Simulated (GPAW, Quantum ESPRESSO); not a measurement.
## Near-edge structure at the F K edge of ScF3 (Pm-3m)

What does one-electron theory with a core hole give for the F K edge of ScF3 (Pm-3m)?

Calculated with GPAW 26.7.0; X-ray absorption from dipole matrix elements to empty bands, plane-wave PAW LDA.

An experiment to compare with: “Electronic Structure and Core Spectroscopy of Scandium Fluoride Polymorphs” (2023, pmc:10015455). X-ray absorption near-edge spectra of a scandium fluoride powder were measured at the Sc and F K-edges with synchrotron radiation. They were compared with first-principles spectra of six polymorphs to identify the phases present and the origin of the absorption maxima. It reports F K-edge features by XANES at the F K-edge (synchrotron) on commercial powder, measured in vacuum; possible admixture of trigonal phase; the values are set beside the results at the end.

This is a report of a sequence of runs, with most program output left out.

## Step 1: The starting structure

It takes space group Pm-3m (No. 221, cubic). The conventional cell has a = 4.012 Å, b = 4.012 Å, c = 4.012 Å, α = 90.00°, β = 90.00°, γ = 90.00°. Sc has 6 F at 2.01 Å nearest. Nearest to F lie 2 Sc at 2.01 Å. Farther neighbours and most contacts between anions are not listed.

Coordinates:

```xyz
4
Lattice="4.0125 0.0000 0.0000 0.0000 4.0125 0.0000 0.0000 0.0000 4.0125" Properties=species:S:1:pos:R:3 pbc="T T T"
Sc    0.0000    0.0000    0.0000
F     0.0000    0.0000    2.0062
F     0.0000    2.0062    0.0000
F     2.0062    0.0000    0.0000
```

## Step 2: The field without a hole

A plain self-consistent run shows whether there is a gap, which decides the set-up of the core-hole run.

scf.py reads:

```python
import numpy as np
from ase import Atoms
from ase.parallel import parprint, paropen
from gpaw import GPAW, PW, FermiDirac, Mixer, MixerDif, setup_paths
from gpaw.test import gen
setup_paths.insert(0, '.')
gen('F', name='nch1s', xcname='LDA', corehole=(1, 0, 0), write_xml=True)
from gpaw.mpi import world
world.barrier()

atoms = Atoms('ScF3',
    cell=[[4.01245, 0, 0],
     [0, 4.01245, 0],
     [0, 0, 4.01245]],
    scaled_positions=[[0, 0, 0],
     [0, 0, 0.5],
     [0, 0.5, 0],
     [0.5, 0, 0]],
    pbc=True)
atoms.calc = calc = GPAW(legacy_gpaw=True, mode=PW(500, force_complex_dtype=True), xc='LDA', setups={1: 'nch1s'},
    kpts={'size': (6, 6, 6), 'gamma': True}, occupations=FermiDirac(0.05),
    charge=0, mixer=Mixer(0.1, 5, 50), maxiter=150,
    convergence={'density': 0.0001, 'eigenstates': 1e-6}, txt='scf.txt')
energy = atoms.get_potential_energy() + calc.get_reference_energy()
ef = calc.get_fermi_level()
out = dict(energy=energy, fermi=ef, forces=atoms.get_forces().tolist())
parprint(f'all-electron energy {energy:.4f} eV, Fermi level {ef:.4f} eV')
ev = np.array([[calc.get_eigenvalues(k, s) for k in range(len(calc.get_ibz_k_points()))] for s in range(calc.get_number_of_spins())])
out['homo'], out['lumo'], out['counts'] = ev[ev < ef].max(), ev[ev > ef].min(), sorted(set((ev < ef).sum((0, 2)).tolist()))
out['filled'] = (ev[:, 0] < ef).sum(1).tolist()
import json
with paropen('out.json', 'w') as f:
    json.dump(out, f)
```

The run is started by

```bash
> OMP_NUM_THREADS=1 mpirun -n 4 gpaw python scf.py
```

The job ended after 11 s (4 MPI ranks of Arm Neoverse V1, shared host; peak memory 0.18 GiB; 45 s of CPU time).

The mesh shows a gap of 6.20 eV, so the hole is first treated in a charged cell, without the excited electron.

## Step 3: Spectrum without a core hole, F atom 2

This cheap baseline ignores the attraction of the hole: it shows the absorber's empty states as they are in the ground state. The data set with a hole of occupation 0 only carries the core orbital.

The absorber has 2 Sc at 2.01 Å (linear, site symmetry 4/mmm).

xas.py reads:

```python
import numpy as np
from ase import Atoms
from ase.parallel import parprint, paropen
from gpaw import GPAW, PW, FermiDirac, Mixer, MixerDif, setup_paths
from gpaw.test import gen
setup_paths.insert(0, '.')
gen('F', name='nch1s', xcname='LDA', corehole=(1, 0, 0), write_xml=True)
from gpaw.mpi import world
world.barrier()

atoms = Atoms('ScF3',
    cell=[[4.01245, 0, 0],
     [0, 4.01245, 0],
     [0, 0, 4.01245]],
    scaled_positions=[[0, 0, 0],
     [0, 0, 0.5],
     [0, 0.5, 0],
     [0.5, 0, 0]],
    pbc=True)
atoms.calc = calc = GPAW(legacy_gpaw=True, mode=PW(500, force_complex_dtype=True), xc='LDA', setups={1: 'nch1s'},
    kpts={'size': (6, 6, 6), 'gamma': True}, occupations=FermiDirac(0.02),
    charge=0, mixer=Mixer(0.1, 5, 50), maxiter=150,
    convergence={'density': 0.0001, 'eigenstates': 1e-6}, txt='scf.txt')
energy = atoms.get_potential_energy() + calc.get_reference_energy()
ef = calc.get_fermi_level()
out = dict(energy=energy, fermi=ef, forces=atoms.get_forces().tolist())
parprint(f'all-electron energy {energy:.4f} eV, Fermi level {ef:.4f} eV')
ev = np.array([[calc.get_eigenvalues(k, s) for k in range(len(calc.get_ibz_k_points()))] for s in range(calc.get_number_of_spins())])
out['homo'], out['lumo'], out['counts'] = ev[ev < ef].max(), ev[ev > ef].min(), sorted(set((ev < ef).sum((0, 2)).tolist()))
out['filled'] = (ev[:, 0] < ef).sum(1).tolist()

from ase.units import Ha
from gpaw.xas import dipole_matrix_elements
nb = int(calc.get_number_of_electrons() / 2) + 47
top, nb = nb, nb + 8 + nb // 12
nscf = calc.fixed_density(kpts={'size': (6, 6, 6), 'gamma': True}, nbands=nb,
    convergence={'bands': top, 'eigenstates': 5e-3}, maxiter=60, txt='nscf.txt')
cell = atoms.cell.array
ops = [cell.T @ U.T @ np.linalg.inv(cell.T) for U in nscf.wfs.kd.symmetry.op_scc]
filled = [16]  # bands filled in the ground state, by spin
E = np.arange(-25, 34, 0.1)
fwhm = np.interp(E, [4, 25], [0.9, 3.5])
Y, X, zero, highest = 0, 0, 1e9, 1e9
for spin in range(nscf.get_number_of_spins()):
    wfs = nscf.wfs
    mine = wfs.bd.get_slice()  # this rank's bands
    A = dipole_matrix_elements(wfs.setups[1])
    eps = np.zeros((wfs.kd.nibzkpts, nb))
    d = np.zeros((3, A.shape[1], wfs.kd.nibzkpts, nb), complex)
    for kpt in wfs.kpt_u:
        if kpt.s == spin and 1 in kpt.P_ani:
            eps[kpt.k, mine] = kpt.eps_n * Ha
            d[:, :, kpt.k, mine] = (kpt.weight * wfs.nspins / 2) ** 0.5 * np.inner(A, kpt.P_ani[1])
    world.sum(eps)
    world.sum(d)
    T = np.einsum('amkn,bmkn->abkn', d, d.conj()).real
    T = sum(np.einsum('ai,ijkn,bj->abkn', R, T, R) for R in ops) / len(ops)
    empty = np.ones_like(eps, bool) & (np.arange(nb) >= filled[spin])
    zero, highest = min(zero, eps[empty].min()), min(highest, eps[:, top - 1].min())
    lines = [(eps, T, empty)] if spin == 0 else lines + [(eps, T, empty)]
for eps, T, empty in lines:
    f = np.einsum('aakn->akn', T).reshape(3, -1)
    x = eps.ravel() - zero
    w = np.interp(x, E, fwhm) / 2.35482
    g = np.exp(-0.5 * ((E[:, None] - x) / w) ** 2) / (w * (2 * np.pi) ** 0.5)
    Y = Y + (f * empty.ravel()) @ g.T
    X = X + (f * ~empty.ravel()) @ g.T
out.update(E=E.round(2).tolist(), xas=Y.tolist(), xes=X.tolist(), zero=zero, valid=highest - zero, nk=len(eps), nb=nb)
for i in range(0, len(E), 10):
    parprint(f'{E[i]:7.2f}', *(f'{v:10.3e}' for v in Y[:, i]))
import json
with paropen('out.json', 'w') as f:
    json.dump(out, f)
```

The run is started by

```bash
> OMP_NUM_THREADS=1 mpirun -n 4 gpaw python xas.py
```

Wall time 28 s (4 MPI ranks); peak memory 0.25 GiB.

The F K spectrum, F atom 2, no core hole (energy from the lowest empty level; intensity scaled to a mean of 1 over the first 20 eV):

```csv
E (eV),intensity
-2.00,0.00
-1.25,0.00
-0.50,0.03
0.25,0.64
1.00,2.10
1.75,0.97
2.50,0.66
3.25,1.07
4.00,1.76
4.75,0.91
5.50,0.48
6.25,0.67
7.00,0.82
7.75,0.74
8.50,0.83
9.25,1.13
10.00,1.36
10.75,1.71
11.50,1.79
12.25,1.47
13.00,1.05
13.75,0.69
14.50,0.54
15.25,0.56
16.00,0.59
16.75,0.61
17.50,0.69
18.25,0.87
19.00,1.06
19.75,1.14
20.50,1.03
21.25,0.80
22.00,0.57
22.75,0.42
23.50,0.35
24.25,0.35
25.00,0.40
25.75,0.48
26.50,0.59
27.25,0.70
28.00,0.81
28.75,0.91
29.50,1.01
30.25,1.11
31.00,1.21
31.75,1.29
```

Main maxima below 24 eV (height): 1.1 eV (2.11), 4.0 eV (1.76), 7.0 eV (0.82), 11.2 eV (1.82) and 19.7 eV (1.14). A K edge sees empty p states; the first features are F p mixed into the empty d states of the Sc neighbours, and the broad ones above probably into the cations' higher empty bands.

The same matrix elements for filled bands give the F K emission of F atom 2 (ground-state approximation; energy from the lowest empty level, largest value 1):

```csv
E (eV),emission
-24.00,0.00
-23.25,0.00
-22.50,0.00
-21.75,0.00
-21.00,0.00
-20.25,0.00
-19.50,0.00
-18.75,0.00
-18.00,0.00
-17.25,0.00
-16.50,0.00
-15.75,0.00
-15.00,0.00
-14.25,0.00
-13.50,0.00
-12.75,0.00
-12.00,0.00
-11.25,0.00
-10.50,0.00
-9.75,0.08
-9.00,0.41
-8.25,0.70
-7.50,0.81
-6.75,0.98
-6.00,0.28
-5.25,0.01
-4.50,0.00
-3.75,0.00
-3.00,0.00
-2.25,0.00
-1.50,0.00
-0.75,0.00
0.00,0.00
0.75,0.00
1.50,0.00
2.25,0.00
3.00,0.00
```

Emission maxima: -6.8 eV (1.00).

## Step 4: Supercell without a hole, the energy reference

The photon energy needs a difference of total energies, so the cell and mesh of the coming hole run are first run without a hole.

scf.py, as its differences from that of step 2:

```diff
@@ -10,13 +10,25 @@
 
-atoms = Atoms('ScF3',
-    cell=[[4.01245, 0, 0],
-     [0, 4.01245, 0],
-     [0, 0, 4.01245]],
+atoms = Atoms('Sc4F12',
+    cell=[[4.01245, 4.01245, 4.01245],
+     [-4.01245, 4.01245, -4.01245],
+     [-4.01245, -4.01245, 4.01245]],
     scaled_positions=[[0, 0, 0],
-     [0, 0, 0.5],
-     [0, 0.5, 0],
-     [0.5, 0, 0]],
+     [0, 0.5, 0.5],
+     [0.5, 0, 0.5],
+     [0.5, 0.5, 0],
+     [0.25, 0, 0.25],
+     [0.25, 0.5, 0.75],
+     [0.75, 0, 0.75],
+     [0.75, 0.5, 0.25],
+     [0.25, 0.25, 0],
+     [0.25, 0.75, 0.5],
+     [0.75, 0.25, 0.5],
+     [0.75, 0.75, 0],
+     [0, 0.75, 0.75],
+     [0, 0.25, 0.25],
+     [0.5, 0.75, 0.25],
+     [0.5, 0.25, 0.75]],
     pbc=True)
-atoms.calc = calc = GPAW(legacy_gpaw=True, mode=PW(500, force_complex_dtype=True), xc='LDA', setups={1: 'nch1s'},
-    kpts={'size': (6, 6, 6), 'gamma': True}, occupations=FermiDirac(0.05),
+atoms.calc = calc = GPAW(legacy_gpaw=True, mode=PW(500, force_complex_dtype=True), xc='LDA', setups={4: 'nch1s'},
+    kpts={'size': (3, 3, 3), 'gamma': True}, occupations=FermiDirac(0.02),
     charge=0, mixer=Mixer(0.1, 5, 50), maxiter=150,
```

The run is started by

```bash
> OMP_NUM_THREADS=1 mpirun -n 4 gpaw python scf.py
```

Elapsed: 39 s, on 4 MPI ranks; peak memory 0.27 GiB; 2.6 min of CPU time.

Reference energy: -115464.932 eV with the cores included.

## Step 5: Spectrum with FCH, F atom 2

The holes are 7.0 Å apart. In GPAW the data set carries the hole's charge, so charge=0 means a charged cell and charge=-1 a neutral one. The excited electron is left out and a uniform background balances the charge. After the field has converged, empty bands are computed with the density fixed and the dipole matrix elements are summed.

xas.py, as its differences from that of step 3:

```diff
@@ -6,3 +6,3 @@
 setup_paths.insert(0, '.')
-gen('F', name='nch1s', xcname='LDA', corehole=(1, 0, 0), write_xml=True)
+gen('F', name='fch1s', xcname='LDA', corehole=(1, 0, 1), write_xml=True)
 from gpaw.mpi import world
@@ -10,13 +10,25 @@
 
-atoms = Atoms('ScF3',
-    cell=[[4.01245, 0, 0],
-     [0, 4.01245, 0],
-     [0, 0, 4.01245]],
+atoms = Atoms('Sc4F12',
+    cell=[[4.01245, 4.01245, 4.01245],
+     [-4.01245, 4.01245, -4.01245],
+     [-4.01245, -4.01245, 4.01245]],
     scaled_positions=[[0, 0, 0],
-     [0, 0, 0.5],
-     [0, 0.5, 0],
-     [0.5, 0, 0]],
+     [0, 0.5, 0.5],
+     [0.5, 0, 0.5],
+     [0.5, 0.5, 0],
+     [0.25, 0, 0.25],
+     [0.25, 0.5, 0.75],
+     [0.75, 0, 0.75],
+     [0.75, 0.5, 0.25],
+     [0.25, 0.25, 0],
+     [0.25, 0.75, 0.5],
+     [0.75, 0.25, 0.5],
+     [0.75, 0.75, 0],
+     [0, 0.75, 0.75],
+     [0, 0.25, 0.25],
+     [0.5, 0.75, 0.25],
+     [0.5, 0.25, 0.75]],
     pbc=True)
-atoms.calc = calc = GPAW(legacy_gpaw=True, mode=PW(500, force_complex_dtype=True), xc='LDA', setups={1: 'nch1s'},
-    kpts={'size': (6, 6, 6), 'gamma': True}, occupations=FermiDirac(0.02),
+atoms.calc = calc = GPAW(legacy_gpaw=True, mode=PW(500, force_complex_dtype=True), xc='LDA', setups={4: 'fch1s'},
+    kpts={'size': (3, 3, 3), 'gamma': True}, occupations=FermiDirac(0.02),
     charge=0, mixer=Mixer(0.1, 5, 50), maxiter=150,
@@ -33,5 +45,5 @@
 from gpaw.xas import dipole_matrix_elements
-nb = int(calc.get_number_of_electrons() / 2) + 47
+nb = int(calc.get_number_of_electrons() / 2) + 176
 top, nb = nb, nb + 8 + nb // 12
-nscf = calc.fixed_density(kpts={'size': (6, 6, 6), 'gamma': True}, nbands=nb,
+nscf = calc.fixed_density(kpts={'size': (4, 4, 4), 'gamma': True}, nbands=nb,
     convergence={'bands': top, 'eigenstates': 5e-3}, maxiter=60, txt='nscf.txt')
@@ -39,4 +51,4 @@
 ops = [cell.T @ U.T @ np.linalg.inv(cell.T) for U in nscf.wfs.kd.symmetry.op_scc]
-filled = [16]  # bands filled in the ground state, by spin
-E = np.arange(-25, 34, 0.1)
+filled = [64]  # bands filled in the ground state, by spin
+E = np.arange(-6, 34, 0.1)
 fwhm = np.interp(E, [4, 25], [0.9, 3.5])
@@ -46,3 +58,3 @@
     mine = wfs.bd.get_slice()  # this rank's bands
-    A = dipole_matrix_elements(wfs.setups[1])
+    A = dipole_matrix_elements(wfs.setups[4])
     eps = np.zeros((wfs.kd.nibzkpts, nb))
@@ -50,5 +62,5 @@
     for kpt in wfs.kpt_u:
-        if kpt.s == spin and 1 in kpt.P_ani:
+        if kpt.s == spin and 4 in kpt.P_ani:
             eps[kpt.k, mine] = kpt.eps_n * Ha
-            d[:, :, kpt.k, mine] = (kpt.weight * wfs.nspins / 2) ** 0.5 * np.inner(A, kpt.P_ani[1])
+            d[:, :, kpt.k, mine] = (kpt.weight * wfs.nspins / 2) ** 0.5 * np.inner(A, kpt.P_ani[4])
     world.sum(eps)
```

The run is started by

```bash
> OMP_NUM_THREADS=1 mpirun -n 4 gpaw python xas.py
```

Run time: 4 min. Hardware: 4 MPI ranks; peak memory 0.52 GiB.

The F K spectrum, F atom 2, full core hole (charged cell) (energy from the lowest empty level; intensity scaled to a mean of 1 over the first 20 eV):

```csv
E (eV),intensity
-2.0,0.00
-1.5,0.00
-1.0,0.00
-0.5,0.12
0.0,0.87
0.5,1.70
1.0,0.98
1.5,0.64
2.0,0.98
2.5,1.17
3.0,1.23
3.5,0.86
4.0,0.99
4.5,1.01
5.0,0.77
5.5,0.59
6.0,0.64
6.5,0.87
7.0,1.05
7.5,1.15
8.0,1.17
8.5,1.29
9.0,1.55
9.5,1.75
10.0,1.78
10.5,1.64
11.0,1.41
11.5,1.17
12.0,0.94
12.5,0.76
13.0,0.63
13.5,0.55
14.0,0.52
14.5,0.53
15.0,0.58
15.5,0.65
16.0,0.71
16.5,0.76
17.0,0.82
17.5,0.88
18.0,0.95
18.5,1.02
19.0,1.08
19.5,1.11
20.0,1.09
20.5,1.00
21.0,0.87
21.5,0.73
22.0,0.60
22.5,0.52
23.0,0.48
23.5,0.48
24.0,0.51
24.5,0.58
25.0,0.67
25.5,0.78
26.0,0.90
26.5,1.02
27.0,1.12
27.5,1.22
28.0,1.30
28.5,1.38
29.0,1.47
29.5,1.57
30.0,1.67
30.5,1.77
31.0,1.83
31.5,1.85
32.0,1.80
```

Main maxima below 24 eV (height): 0.5 eV (1.70), 2.8 eV (1.28), 4.3 eV (1.05), 9.8 eV (1.79) and 19.5 eV (1.11). 

The hole costs E(hole) − E(ground) = 687.07 eV, and the lowest empty level of the hole cell on the spectrum's mesh lies at 3.22 eV, which puts the zero at 690.29 eV. One term is added: -9.89 eV, since the hole is spin-paired here and a spin-polarised one costs that much less in the free atom (computed apart). The photon energy is then 680.40 eV. The functional and the charged cell's background leave an error in such absolute values: in the free atom LDA prices this hole 4.7 eV below PBE (computed apart), and PBE is itself good to a few eV.

## Step 6: Excitation energy, F atom 2

With the excited electron kept in the cell the system stays neutral, and the energy difference is an excitation energy by itself. In a small cell that electron takes up a good share of the lowest empty band, or all of one, which shifts the value from the true onset.

Changed against the first core-hole run: core hole to XCH, with the smearing that suits a partly filled band.

scf.py, as its differences from that of step 4:

```diff
@@ -6,3 +6,3 @@
 setup_paths.insert(0, '.')
-gen('F', name='nch1s', xcname='LDA', corehole=(1, 0, 0), write_xml=True)
+gen('F', name='fch1s', xcname='LDA', corehole=(1, 0, 1), write_xml=True)
 from gpaw.mpi import world
@@ -31,5 +31,5 @@
     pbc=True)
-atoms.calc = calc = GPAW(legacy_gpaw=True, mode=PW(500, force_complex_dtype=True), xc='LDA', setups={4: 'nch1s'},
-    kpts={'size': (3, 3, 3), 'gamma': True}, occupations=FermiDirac(0.02),
-    charge=0, mixer=Mixer(0.1, 5, 50), maxiter=150,
+atoms.calc = calc = GPAW(legacy_gpaw=True, mode=PW(500, force_complex_dtype=True), xc='LDA', setups={4: 'fch1s'},
+    kpts={'size': (3, 3, 3), 'gamma': True}, occupations=FermiDirac(0.04),
+    charge=-1, mixer=Mixer(0.1, 5, 50), maxiter=150,
     convergence={'density': 0.0001, 'eigenstates': 1e-6}, txt='scf.txt')
```

The run is started by

```bash
> OMP_NUM_THREADS=1 mpirun -n 4 gpaw python scf.py
```

Elapsed: 42 s, on 4 MPI ranks; peak memory 0.27 GiB.

The total-energy difference is 690.86 eV. With the free-atom term of -9.89 eV for this edge, the photon energy is 680.97 eV.

## Step 7: What the core hole does

Both curves are counted from their own zero, so only the shift of weight within the empty states shows.

```csv
E (eV),no hole,FCH
-2.0,0.00,0.00
-1.0,0.00,0.00
0.0,0.28,0.87
1.0,2.10,0.98
2.0,0.63,0.98
3.0,0.90,1.23
4.0,1.76,0.99
5.0,0.65,0.77
6.0,0.57,0.64
7.0,0.82,1.05
8.0,0.73,1.17
9.0,1.04,1.55
10.0,1.36,1.78
11.0,1.79,1.41
12.0,1.60,0.94
13.0,1.05,0.63
14.0,0.61,0.52
15.0,0.54,0.58
16.0,0.59,0.71
17.0,0.62,0.82
18.0,0.80,0.95
19.0,1.06,1.08
20.0,1.12,1.09
21.0,0.88,0.87
22.0,0.57,0.60
23.0,0.39,0.48
24.0,0.35,0.51
25.0,0.40,0.67
26.0,0.51,0.90
27.0,0.66,1.12
28.0,0.81,1.30
29.0,0.94,1.47
30.0,1.08,1.67
31.0,1.21,1.83
32.0,1.31,1.80
```

With each curve scaled to its own mean, the area from −2 to 6 eV with the hole is 6.1 against 6.5, and the centre of weight from −1 to 20 eV moves by +0.0 eV (first and strongest maxima below 20 eV: 1.1 eV (2.11), 4.0 eV (1.76) and 11.2 eV (1.82) without the hole, 0.5 eV (1.70), 2.8 eV (1.28) and 9.8 eV (1.79) with it); the shape changes all the same, by 37 % r.m.s.

## Step 8: Against the measurement

Features are paired by their description (first, strongest, rising edge, steepest rise) or, failing that, by nearness after a common offset; their character isn't checked.

GPAW LDA (Gaussian full width 0.9 eV up to 4 eV, rising linearly to 3.5 eV at 25 eV):

| measured feature | measured (eV) | computed feature | computed (eV) | difference (eV) |
| --- | --- | --- | --- | --- |
| F K-edge, lowest-energy sharp peak at the onset | 687 | first maximum | 680.9 | -6.1 |

## Step 9: Runs not followed above

These runs aren't followed: redraws of a spectrum that repeat one shown, runs with a planted fault or a state judged unsound, or a program's part that gave no sound spectrum.

| program | step | status | elapsed |
| --- | --- | --- | --- |
| Quantum ESPRESSO | ground state | crashed | 8.8 s |

## Step 10: Results

```
absorber and edge                               : F K, atom 2 of the ground-state input (counted from 1)
surroundings                                    : 2 Sc at 2.01 Å (linear, site symmetry 4/mmm)
highest intensity below 16 eV                   : 9.8 eV above the zero, height 1.79
photon energy of the zero, with the added terms : 680.4 eV (raw 690.3 eV; LDA puts this hole about 5 eV below PBE, itself good to a few eV)
```

What this shows: GPAW LDA lies 6.1 eV below the measured energy, of which about 5 eV is this functional's underpricing of the hole against PBE in the free atom. Energy scales of different experiments differ by up to about 1 eV. The F K edge of atom 2, with 2 Sc at 2.01 Å (linear, site symmetry 4/mmm), has its highest intensity of the first 16 eV at 9.8 eV above the zero, near 690 eV in photon energy (LDA puts this hole about 5 eV below PBE, itself good to a few eV), 1.8 times the mean level of the first 20 eV (Gaussian full width 0.9 eV up to 4 eV, rising linearly to 3.5 eV at 25 eV). With each curve scaled to its own mean, the area from −2 to 6 eV with the hole is 6.1 against 6.5, and the centre of weight from −1 to 20 eV moves by +0.0 eV (first and strongest maxima below 20 eV: 1.1 eV (2.11), 4.0 eV (1.76) and 11.2 eV (1.82) without the hole, 0.5 eV (1.70), 2.8 eV (1.28) and 9.8 eV (1.79) with it); the shape changes all the same, by 37 % r.m.s. The neutral-cell energy lies +0.6 eV from the charged-cell zero, a gap made of the charged-cell error and of where the added electron settles. The same cell was also set up in Quantum ESPRESSO; that part failed, was judged unsound or used a data set known to give false states; its runs are listed without their results. The mesh is coarse (0.28 Å⁻¹ between points), so small maxima may be mesh ripples. Lifetime broadening is put in by hand, and intensities beyond about 20 eV depend on it and on the partial waves; weight that the partial waves miss at high energy is lost. The structure is a published determination, not relaxed.

[Logs are printed without paths, hosts, clocks, repeated set-up lines and the standing remarks that a program may print on its own settings, such as how far it seeks lower states.]

[Hosts, paths, dates, database ids (printed as entryN), source tags and the programs' standing remarks are cut or masked in the printed files.]

[Lists of maxima count a maximum above −3 eV only where it reaches 4 % of the highest in the window and stands out from its surroundings by 2 % of it (1.5 % where it reaches 55 %); shoulders and weaker maxima are passed over, and of the rest the first, up to two pre-edge ones and the few strongest are named.]
